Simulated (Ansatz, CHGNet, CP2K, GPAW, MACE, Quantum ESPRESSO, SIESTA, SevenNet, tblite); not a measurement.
# SIESTA runs on H11C3IN2 (P2_1/c) (68 atoms), part 2 of 2

Aim: run H11C3IN2 (P2_1/c) (68 atoms) in SIESTA and see how near its forces come to a plane-wave reference, and at what cost.

Program: SIESTA 5.4.2; the method stands at each step. Banners, paths, timers and routine set-up lines are dropped from the logs unmarked, and long logs keep their key lines alone; longer cuts are marked. The potentials were converted by us to PSML.

So far. Step 2 (PBE, DZP, shift 0.01 Ry, mesh 500 Ry): Forces lie 27 % from the reference's, at 7.4 times its CPU time (on 2 against 8 cores). Step 3 (PBE, SZ, shift 0.01 Ry, mesh 500 Ry): Against the first run (27 %), the force difference from the reference is 162 %, at 0.32 times the CPU time (on 1 against 2 cores), with 140 basis functions against 532: the smaller basis costs accuracy.

### Step 4. PBE, SZP, shift 0.01 Ry, mesh 500 Ry

Method: Kohn-Sham DFT, PBE, PseudoDojo 0.4.1 norm-conserving pseudopotentials (converted to PSML), numerical atomic orbitals (SZP), diagonalisation.

Input file input.fdf:

```
SystemLabel cell
NumberOfAtoms 68
NumberOfSpecies 4
%block ChemicalSpeciesLabel
  1 1 H
  2 6 C
  3 53 I
  4 7 N
%endblock ChemicalSpeciesLabel
LatticeConstant 1.0 Ang
%block LatticeVectors
  5.01520 0.00000 0.00000
  0.00000 10.14700 0.00000
  -3.40914 0.00000 14.09395
%endblock LatticeVectors
PAO.BasisSize SZP
PAO.EnergyShift 0.01 Ry
XC.Functional GGA
XC.Authors PBE
MeshCutoff 500 Ry
%block kgrid_Monkhorst_Pack
  1 0 0 0.0
  0 1 0 0.0
  0 0 1 0.0
%endblock kgrid_Monkhorst_Pack
SolutionMethod diagon
OccupationFunction FD
ElectronicTemperature 580 K
SCF.Mixer.Method Pulay
SCF.Mixer.Weight 0.15
SCF.Mixer.History 8
SCF.Mix Hamiltonian
MaxSCFIterations 300
SCF.DM.Tolerance 1e-04
SCF.H.Tolerance 1.0e-3 eV
WriteForces T
Write.HirshfeldPop T
Write.VoronoiPop T
Write.DM F
Write.H F
XML.Write F
AtomicCoordinatesFormat Fractional
%block AtomicCoordinatesAndAtomicSpecies
[... 68 atom lines left out: the same atoms as in the first run ...]
%endblock AtomicCoordinatesAndAtomicSpecies
```

On the command line:

```console
$ OMP_NUM_THREADS=1 siesta < input.fdf > output.txt
```

What it wrote:

```text
Version         : 5.4.2
reinit: System Name:
reinit: System Label: cell
initatom: Reading input for the pseudopotentials and atomic orbitals ----------
Species number:   1 Atomic number:    1 Label: H
Species number:   2 Atomic number:    6 Label: C
Species number:   3 Atomic number:   53 Label: I
Species number:   4 Atomic number:    7 Label: N
[... lines left out ...]
SCF Convergence by DM+H criterion
[... lines left out ...]
SCF cycle converged after 10 iterations
[... lines left out ...]
   Max    6.733062
[... lines left out ...]
   Max    6.733062    constrained
Stress tensor Voigt[x,y,z,yz,xz,xy] (kbar):     -137.64      -26.73     -112.86        1.27      -16.00        3.48
[... lines left out ...]
siesta: FreeEng =     -6298.276894
[... lines left out ...]
siesta:         Fermi =      -2.459922
[... lines left out ...]
siesta:          92.41120602        144.68158087  kBar
[... lines left out ...]
     2     0.086225    0.913775  H
     3     0.085812    0.914188  H
[...]
45    -0.008370    4.008370  C
    46    -0.011171    4.011171  C
    47    -0.011838    4.011838  C
[...]
57    -0.334489    7.334489  I
    58    -0.332892    7.332892  I
    59    -0.344600    7.344600  I
[...]
61     0.001764    4.998236  N
    62     0.003642    4.996358  N
    63    -0.005740    5.005740  N
[...]
--------------------
 Total    -0.000002
Voronoi Atomic Populations:
Atom #   charge [q] valence [e]  Species
[...]
43    -0.015104    1.015104  H
    44    -0.015349    1.015349  H
[...]
55     0.096842    3.903158  C
    56     0.079682    3.920318  C
[...]
59    -0.287621    7.287621  I
    60    -0.278466    7.278466  I
[...]
67    -0.096397    5.096397  N
    68    -0.108715    5.108715  N
--------------------
 Total    -0.000002
```

Wall time 83 s (1 thread of Arm Neoverse V2, shared host); peak memory 0.87 GiB.

Numbers from this run, and their distance from the reference:

| Quantity | Value |
| --- | --- |
| r.m.s. force component | 2.262 eV/Å |
| r.m.s. difference of force components | 1202 meV/Å |
| longest difference of force vectors | 3166 meV/Å |
| force difference over r.m.s. force | 86.9 % |
| slope of forces against the reference's | 1.459 |
| correlation of force components | 0.8924 |
| gap (highest filled to lowest empty level) | 4.648 eV |
| gap difference | 0.2826 eV |
| pressure | 9.241 GPa |
| pressure difference | 5.47 GPa |

This is a coarse setting, run to see what it loses.

Against the first run (27 %), the force difference from the reference is 87 %, at 0.76 times the CPU time (on 1 against 2 cores), with 392 basis functions against 532: the smaller basis costs accuracy.

### Step 5. PBE, DZ, shift 0.01 Ry, mesh 500 Ry

Method: Kohn-Sham DFT, PBE, PseudoDojo 0.4.1 norm-conserving pseudopotentials (converted to PSML), numerical atomic orbitals (DZ), diagonalisation.

input.fdf: that of step 4 with these lines changed.

```diff
@@ -15,3 +15,3 @@
 %endblock LatticeVectors
-PAO.BasisSize SZP
+PAO.BasisSize DZ
 PAO.EnergyShift 0.01 Ry
```

What it wrote:

```text
Version         : 5.4.2
reinit: System Name:
reinit: System Label: cell
initatom: Reading input for the pseudopotentials and atomic orbitals ----------
Species number:   1 Atomic number:    1 Label: H
Species number:   2 Atomic number:    6 Label: C
Species number:   3 Atomic number:   53 Label: I
Species number:   4 Atomic number:    7 Label: N
Ground state valence configuration (from tables):   1s01  2p00  3d00  4f00
Ground state valence configuration (from tables):   2s02  2p02  3d00  4f00
Ground state valence configuration (from tables):   5s02  5p05  5d00  4f00
Ground state valence configuration (from tables):   2s02  2p03  3d00  4f00
---- Processing specs for species: H
GGA--PBE XC_GGA_X_PBE--XC_GGA_C_PBE pb
---- Processing specs for species: C
[... lines left out ...]
stepf: Fermi-Dirac step function
        iscf     Eharris(eV)        E_KS(eV)     FreeEng(eV)     dDmax    Ef(eV) dHmax(eV)
[... lines left out ...]
SCF Convergence by DM+H criterion
[... lines left out ...]
SCF cycle converged after 11 iterations
[... lines left out ...]
   Max    5.513001
[... lines left out ...]
   Max    5.513001    constrained
Stress tensor Voigt[x,y,z,yz,xz,xy] (kbar):      -80.85      -33.86      -51.39        0.38       -9.46        2.42
[... lines left out ...]
siesta: FreeEng =     -6323.731989
[... lines left out ...]
siesta:         Exch. =   -2049.139747
siesta:         Corr. =    -185.199219
siesta:   Exch.-corr. =   -2234.338966
siesta:  Ion-electron =   -9358.185006
siesta:       Ion-ion =   -1575.656495
siesta:         Total =   -6323.731989
siesta:         Fermi =      -2.722574
siesta: Stress tensor (static) (eV/Ang**3):
siesta:    -0.050461    0.001508   -0.005906
siesta:     0.001508   -0.021134    0.000236
siesta:    -0.005906    0.000236   -0.032074
siesta: Cell volume =        717.230325 Ang**3
siesta: Pressure (static):
siesta:                Solid            Molecule  Units
siesta:           0.00037637          0.00057131  Ry/Bohr**3
siesta:           0.03455638          0.05245535  eV/Ang**3
siesta:          55.36542021         84.04274241  kBar
    Orbital volume contribution        =          12.165934 eV
    (Free)E + p_basis*V_orbitals       =       -6311.566055 eV
    (Free)Eharris+ p_basis*V_orbitals  =       -6311.566056 eV
Hirshfeld Atomic Populations:
Atom #   charge [q] valence [e]  Species
     1     0.083054    0.916946  H
     2     0.084568    0.915432  H
     3     0.083408    0.916592  H
[...]
45     0.019152    3.980848  C
    46     0.016315    3.983685  C
    47     0.016987    3.983013  C
[...]
57    -0.362013    7.362013  I
    58    -0.361167    7.361167  I
    59    -0.367986    7.367986  I
[...]
61     0.045357    4.954643  N
    62     0.046685    4.953315  N
    63     0.037320    4.962680  N
[...]
--------------------
 Total     0.000002
Voronoi Atomic Populations:
Atom #   charge [q] valence [e]  Species
[...]
43    -0.003406    1.003406  H
    44    -0.002233    1.002233  H
[...]
55     0.044236    3.955764  C
    56     0.027137    3.972863  C
[...]
59    -0.281591    7.281591  I
    60    -0.275493    7.275493  I
[...]
67    -0.132814    5.132814  N
    68    -0.146608    5.146608  N
--------------------
 Total     0.000002
```

Run time: 44 s. Hardware: 1 thread; peak memory 0.59 GiB.

Against the reference:

| Item | Value |
| --- | --- |
| r.m.s. force component | 1.647 eV/Å |
| r.m.s. difference of force components | 374.7 meV/Å |
| longest difference of force vectors | 1154 meV/Å |
| force difference over r.m.s. force | 27.08 % |
| slope of forces against the reference's | 1.172 |
| correlation of force components | 0.9845 |
| gap (highest filled to lowest empty level) | 4.931 eV |
| gap difference | 0.5656 eV |
| pressure | 5.537 GPa |
| pressure difference | 1.765 GPa |

This is a coarse setting, run to see what it loses.

Against the first run (27 %), the force difference from the reference is 27 %, at 0.41 times the CPU time (on 1 against 2 cores), with 280 basis functions against 532.

### Step 6. PBEsol, DZP, shift 0.01 Ry, mesh 500 Ry

Method: Kohn-Sham DFT, PBEsol, PseudoDojo 0.4.1 norm-conserving pseudopotentials (converted to PSML), numerical atomic orbitals (DZP), diagonalisation.

The pseudopotential files are exchanged too: the .psml files are now those for PBEsol.

input.fdf: that of step 5 with these lines changed.

```diff
@@ -15,6 +15,6 @@
 %endblock LatticeVectors
-PAO.BasisSize DZ
+PAO.BasisSize DZP
 PAO.EnergyShift 0.01 Ry
 XC.Functional GGA
-XC.Authors PBE
+XC.Authors PBEsol
 MeshCutoff 500 Ry
```

On the command line:

```console
$ OMP_NUM_THREADS=1 mpirun -np 2 siesta < input.fdf > output.txt
```

What it wrote:

```text
Version         : 5.4.2
reinit: System Name:
reinit: System Label: cell
initatom: Reading input for the pseudopotentials and atomic orbitals ----------
Species number:   1 Atomic number:    1 Label: H
Species number:   2 Atomic number:    6 Label: C
Species number:   3 Atomic number:   53 Label: I
Species number:   4 Atomic number:    7 Label: N
[... lines left out ...]
SCF Convergence by DM+H criterion
[... lines left out ...]
SCF cycle converged after 11 iterations
[... lines left out ...]
   Max    5.782136
[... lines left out ...]
   Max    5.782136    constrained
Stress tensor Voigt[x,y,z,yz,xz,xy] (kbar):      -78.00      -10.85      -61.57        0.63       -9.13        2.52
[... lines left out ...]
siesta: FreeEng =     -6313.954629
[... lines left out ...]
siesta:         Fermi =      -2.895010
[... lines left out ...]
siesta:          50.14082794         72.58144787  kBar
[... lines left out ...]
     2     0.081319    0.918681  H
     3     0.080766    0.919234  H
[...]
45     0.003471    3.996529  C
    46    -0.000043    4.000043  C
    47     0.000618    3.999382  C
[...]
57    -0.298975    7.298975  I
    58    -0.297975    7.297975  I
    59    -0.304589    7.304589  I
[...]
61     0.015364    4.984636  N
    62     0.016760    4.983240  N
    63     0.007081    4.992919  N
[...]
--------------------
 Total    -0.000006
Voronoi Atomic Populations:
Atom #   charge [q] valence [e]  Species
[...]
43    -0.011888    1.011888  H
    44    -0.010656    1.010656  H
[...]
55     0.057563    3.942437  C
    56     0.039786    3.960214  C
[...]
59    -0.213982    7.213982  I
    60    -0.208675    7.208675  I
[...]
67    -0.092769    5.092769  N
    68    -0.103660    5.103660  N
--------------------
 Total    -0.000006
```

It took 55 s on 2 MPI ranks; peak memory 1.2 GiB.

Against the reference:

```yaml
r_m_s_force_component: 1.716 eV/Å
r_m_s_difference_of_force_components: 497.1 meV/Å
longest_difference_of_force_vectors: 1415 meV/Å
force_difference_over_r_m_s_force: 35.93 %
slope_of_forces_against_the_reference_s: 1.204
correlation_of_force_components: 0.9711
spacing_of_highest_filled_and_lowest_empty_level: 4.559 eV
gap_difference: 0.1936 eV
pressure: 5.014 GPa
pressure_difference: 1.243 GPa
```

Against the first run (27 %), the force difference from the reference is 36 %, at 1.0 times the CPU time; the model has changed, so this is no error of the program alone.

### Step 7. Side by side

Differences are against the plane-wave reference, forces as r.m.s. over components; share is that over the reference's r.m.s. force, slope the least-squares factor from reference forces to these. Total energies of different programs have different zeros and aren't compared.

| run | Δ force, r.m.s. (meV/Å) | share (%) | slope | Δ pressure (GPa) | Δ gap (eV) | cores | CPU time | memory (GiB) |
| --- | --- | --- | --- | --- | --- | --- | --- | --- |
| reference | - | - | - | - | - | 8 | 15 s | 0.79 |
| SIESTA PBE, DZP, shift 0.01 Ry, mesh 500 Ry | 369 | 26.7 | 1.159 | 1.83 | 0.233 | 2 | 1.8 min | 1.2 |
| SIESTA PBE, SZ, shift 0.01 Ry, mesh 500 Ry (coarse) | 2247 | 162 | 1.861 | 14.3 | -0.345 | 1 | 35 s | 0.53 |
| SIESTA PBE, SZP, shift 0.01 Ry, mesh 500 Ry (coarse) | 1202 | 86.9 | 1.459 | 5.47 | 0.283 | 1 | 83 s | 0.87 |
| SIESTA PBE, DZ, shift 0.01 Ry, mesh 500 Ry (coarse) | 375 | 27.1 | 1.172 | 1.76 | 0.566 | 1 | 44 s | 0.59 |
| SIESTA PBEsol, DZP, shift 0.01 Ry, mesh 500 Ry | 497 | 35.9 | 1.204 | 1.24 | 0.194 | 2 | 1.8 min | 1.2 |

Rows marked coarse were listed beforehand as settings not expected to be converged; some can still land near the reference.

CPU time is summed over cores on a shared host, where runs went side by side, so it is rough. Symmetry, cutoffs, thresholds, outputs and thread counts weren't matched or tuned between programs; memory under MPI is the largest rank's times the ranks.

Mean charges by element (e), by run and scheme:

| run | scheme | H | C | I | N |
| --- | --- | --- | --- | --- | --- |
| reference | Löwdin | +0.24 | -0.20 | -0.66 | -0.47 |
| SIESTA PBE, DZP, shift 0.01 Ry, mesh 500 Ry | Hirshfeld | +0.04 | 0.00 | -0.31 | -0.05 |
| SIESTA PBEsol, DZP, shift 0.01 Ry, mesh 500 Ry | Hirshfeld | +0.04 | -0.01 | -0.30 | -0.06 |

The reference's Löwdin charges lack the electrons that the projection spills, 0.027 e an atom on average.

A second geometry, displaced anew (every atom was moved at random, 0.04 Å r.m.s. a Cartesian component (hydrogen 0.6 of that)), gives an energy difference that all programs can be tested on. The reference puts it at 14.11 meV/atom.

| run | energy less the first geometry's (meV/atom) | error (meV/atom) | force share at the second geometry (%) |
| --- | --- | --- | --- |
| SIESTA PBE, DZP, shift 0.01 Ry, mesh 500 Ry | 14.90 | 0.787 | 23.7 |
| SIESTA PBE, SZ, shift 0.01 Ry, mesh 500 Ry | 17.89 | 3.78 | 144 |
| SIESTA PBE, SZP, shift 0.01 Ry, mesh 500 Ry | 13.30 | -0.817 | 75.8 |
| SIESTA PBE, DZ, shift 0.01 Ry, mesh 500 Ry | 15.38 | 1.26 | 24.1 |
| SIESTA PBEsol, DZP, shift 0.01 Ry, mesh 500 Ry | 14.69 | 0.581 | 31.7 |

### Step 8. Results

```
nearest in forces : a tie at 27 % of 2 runs: SIESTA PBE, DZP, shift 0.01 Ry, mesh 500 Ry; SIESTA PBE, DZ, shift 0.01 Ry, mesh 500 Ry (coarse)
```

What this shows: The PBE run in local orbitals, coarse settings apart, differs by 27 % (SIESTA PBE, DZP, shift 0.01 Ry, mesh 500 Ry); basis, grid and potentials can all enter. Rows with another functional or a dispersion term differ by 36 % (SIESTA PBEsol, DZP, shift 0.01 Ry, mesh 500 Ry), which mixes the change of model with differences of basis and potentials. Runs with settings chosen to be coarse differ by 27 % (SIESTA PBE, DZ, shift 0.01 Ry, mesh 500 Ry) to 162 % (SIESTA PBE, SZ, shift 0.01 Ry, mesh 500 Ry), their programs' other errors included. None of the electronic-structure runs in the table takes under half the reference's CPU time of 15 s; they take 2.4 to 7.5 times as much. SIESTA PBE, DZ, shift 0.01 Ry, mesh 500 Ry stiffens the forces by a factor of 1.17 while following their directions (correlation 0.984). At the same functional, gaps differ from the reference's 4.37 eV by between -0.34 and +0.57 eV. A likely cause of the wide gaps: compact atomic orbitals describe empty levels worse than filled ones. These are spacings on the run's k-points, which needn't hold the band edges. In pressure, SIESTA PBE, SZ, shift 0.01 Ry, mesh 500 Ry misses by +14.3 GPa, at the same functional. Charges hang on scheme and program or settings: among these rows the mean for N runs from -0.47 to -0.05 e. The energy difference between the two geometries, 14.1 meV/atom in the reference, is met best by SIESTA PBEsol, DZP, shift 0.01 Ry, mesh 500 Ry (+0.581) and worst by SIESTA PBE, SZ, shift 0.01 Ry, mesh 500 Ry (coarse) (+3.78). With short bonds to hydrogen, sets of potentials differ among themselves by several per cent in forces even at converged cutoffs, so the reference isn't exact here either. The potentials hold different valence shells: 200 electrons in the reference, 160 in SIESTA; this bears on time and differences. The cell is under 6 Å thick along one periodic direction, so every atom has periodic images of itself close by, which move with it and show among its neighbours and in g(r). The reference's stress is far from hydrostatic: its diagonal is 5.7, 1.5, 4.0 GPa, compression counted positive. The reference's PBE has no dispersion term, which matters for the binding between molecules or layers. The published positions, changed by the recipe (random displacements or longer bonds to H), lie far from the minimum at this level of theory. The reference's pressure of 3.8 GPa belongs to a cell and atoms that aren't relaxed at this level. The electronic-structure runs sample only Γ, in a cell whose shortest periodic width is 5 Å. Spin–orbit coupling is left out, which matters for the levels of the heavy elements.

[Also dropped from logs without a mark: logging warnings of Python, and SIESTA's first energy breakdown and zero terms.]

[Logs are printed without paths, hosts, clocks, repeated set-up lines and the standing remarks that a program may print on its own settings, such as how far it seeks lower states.]

[Hosts, paths, dates, database ids (printed as entryN), source tags and the programs' standing remarks are cut or masked in the printed files.]
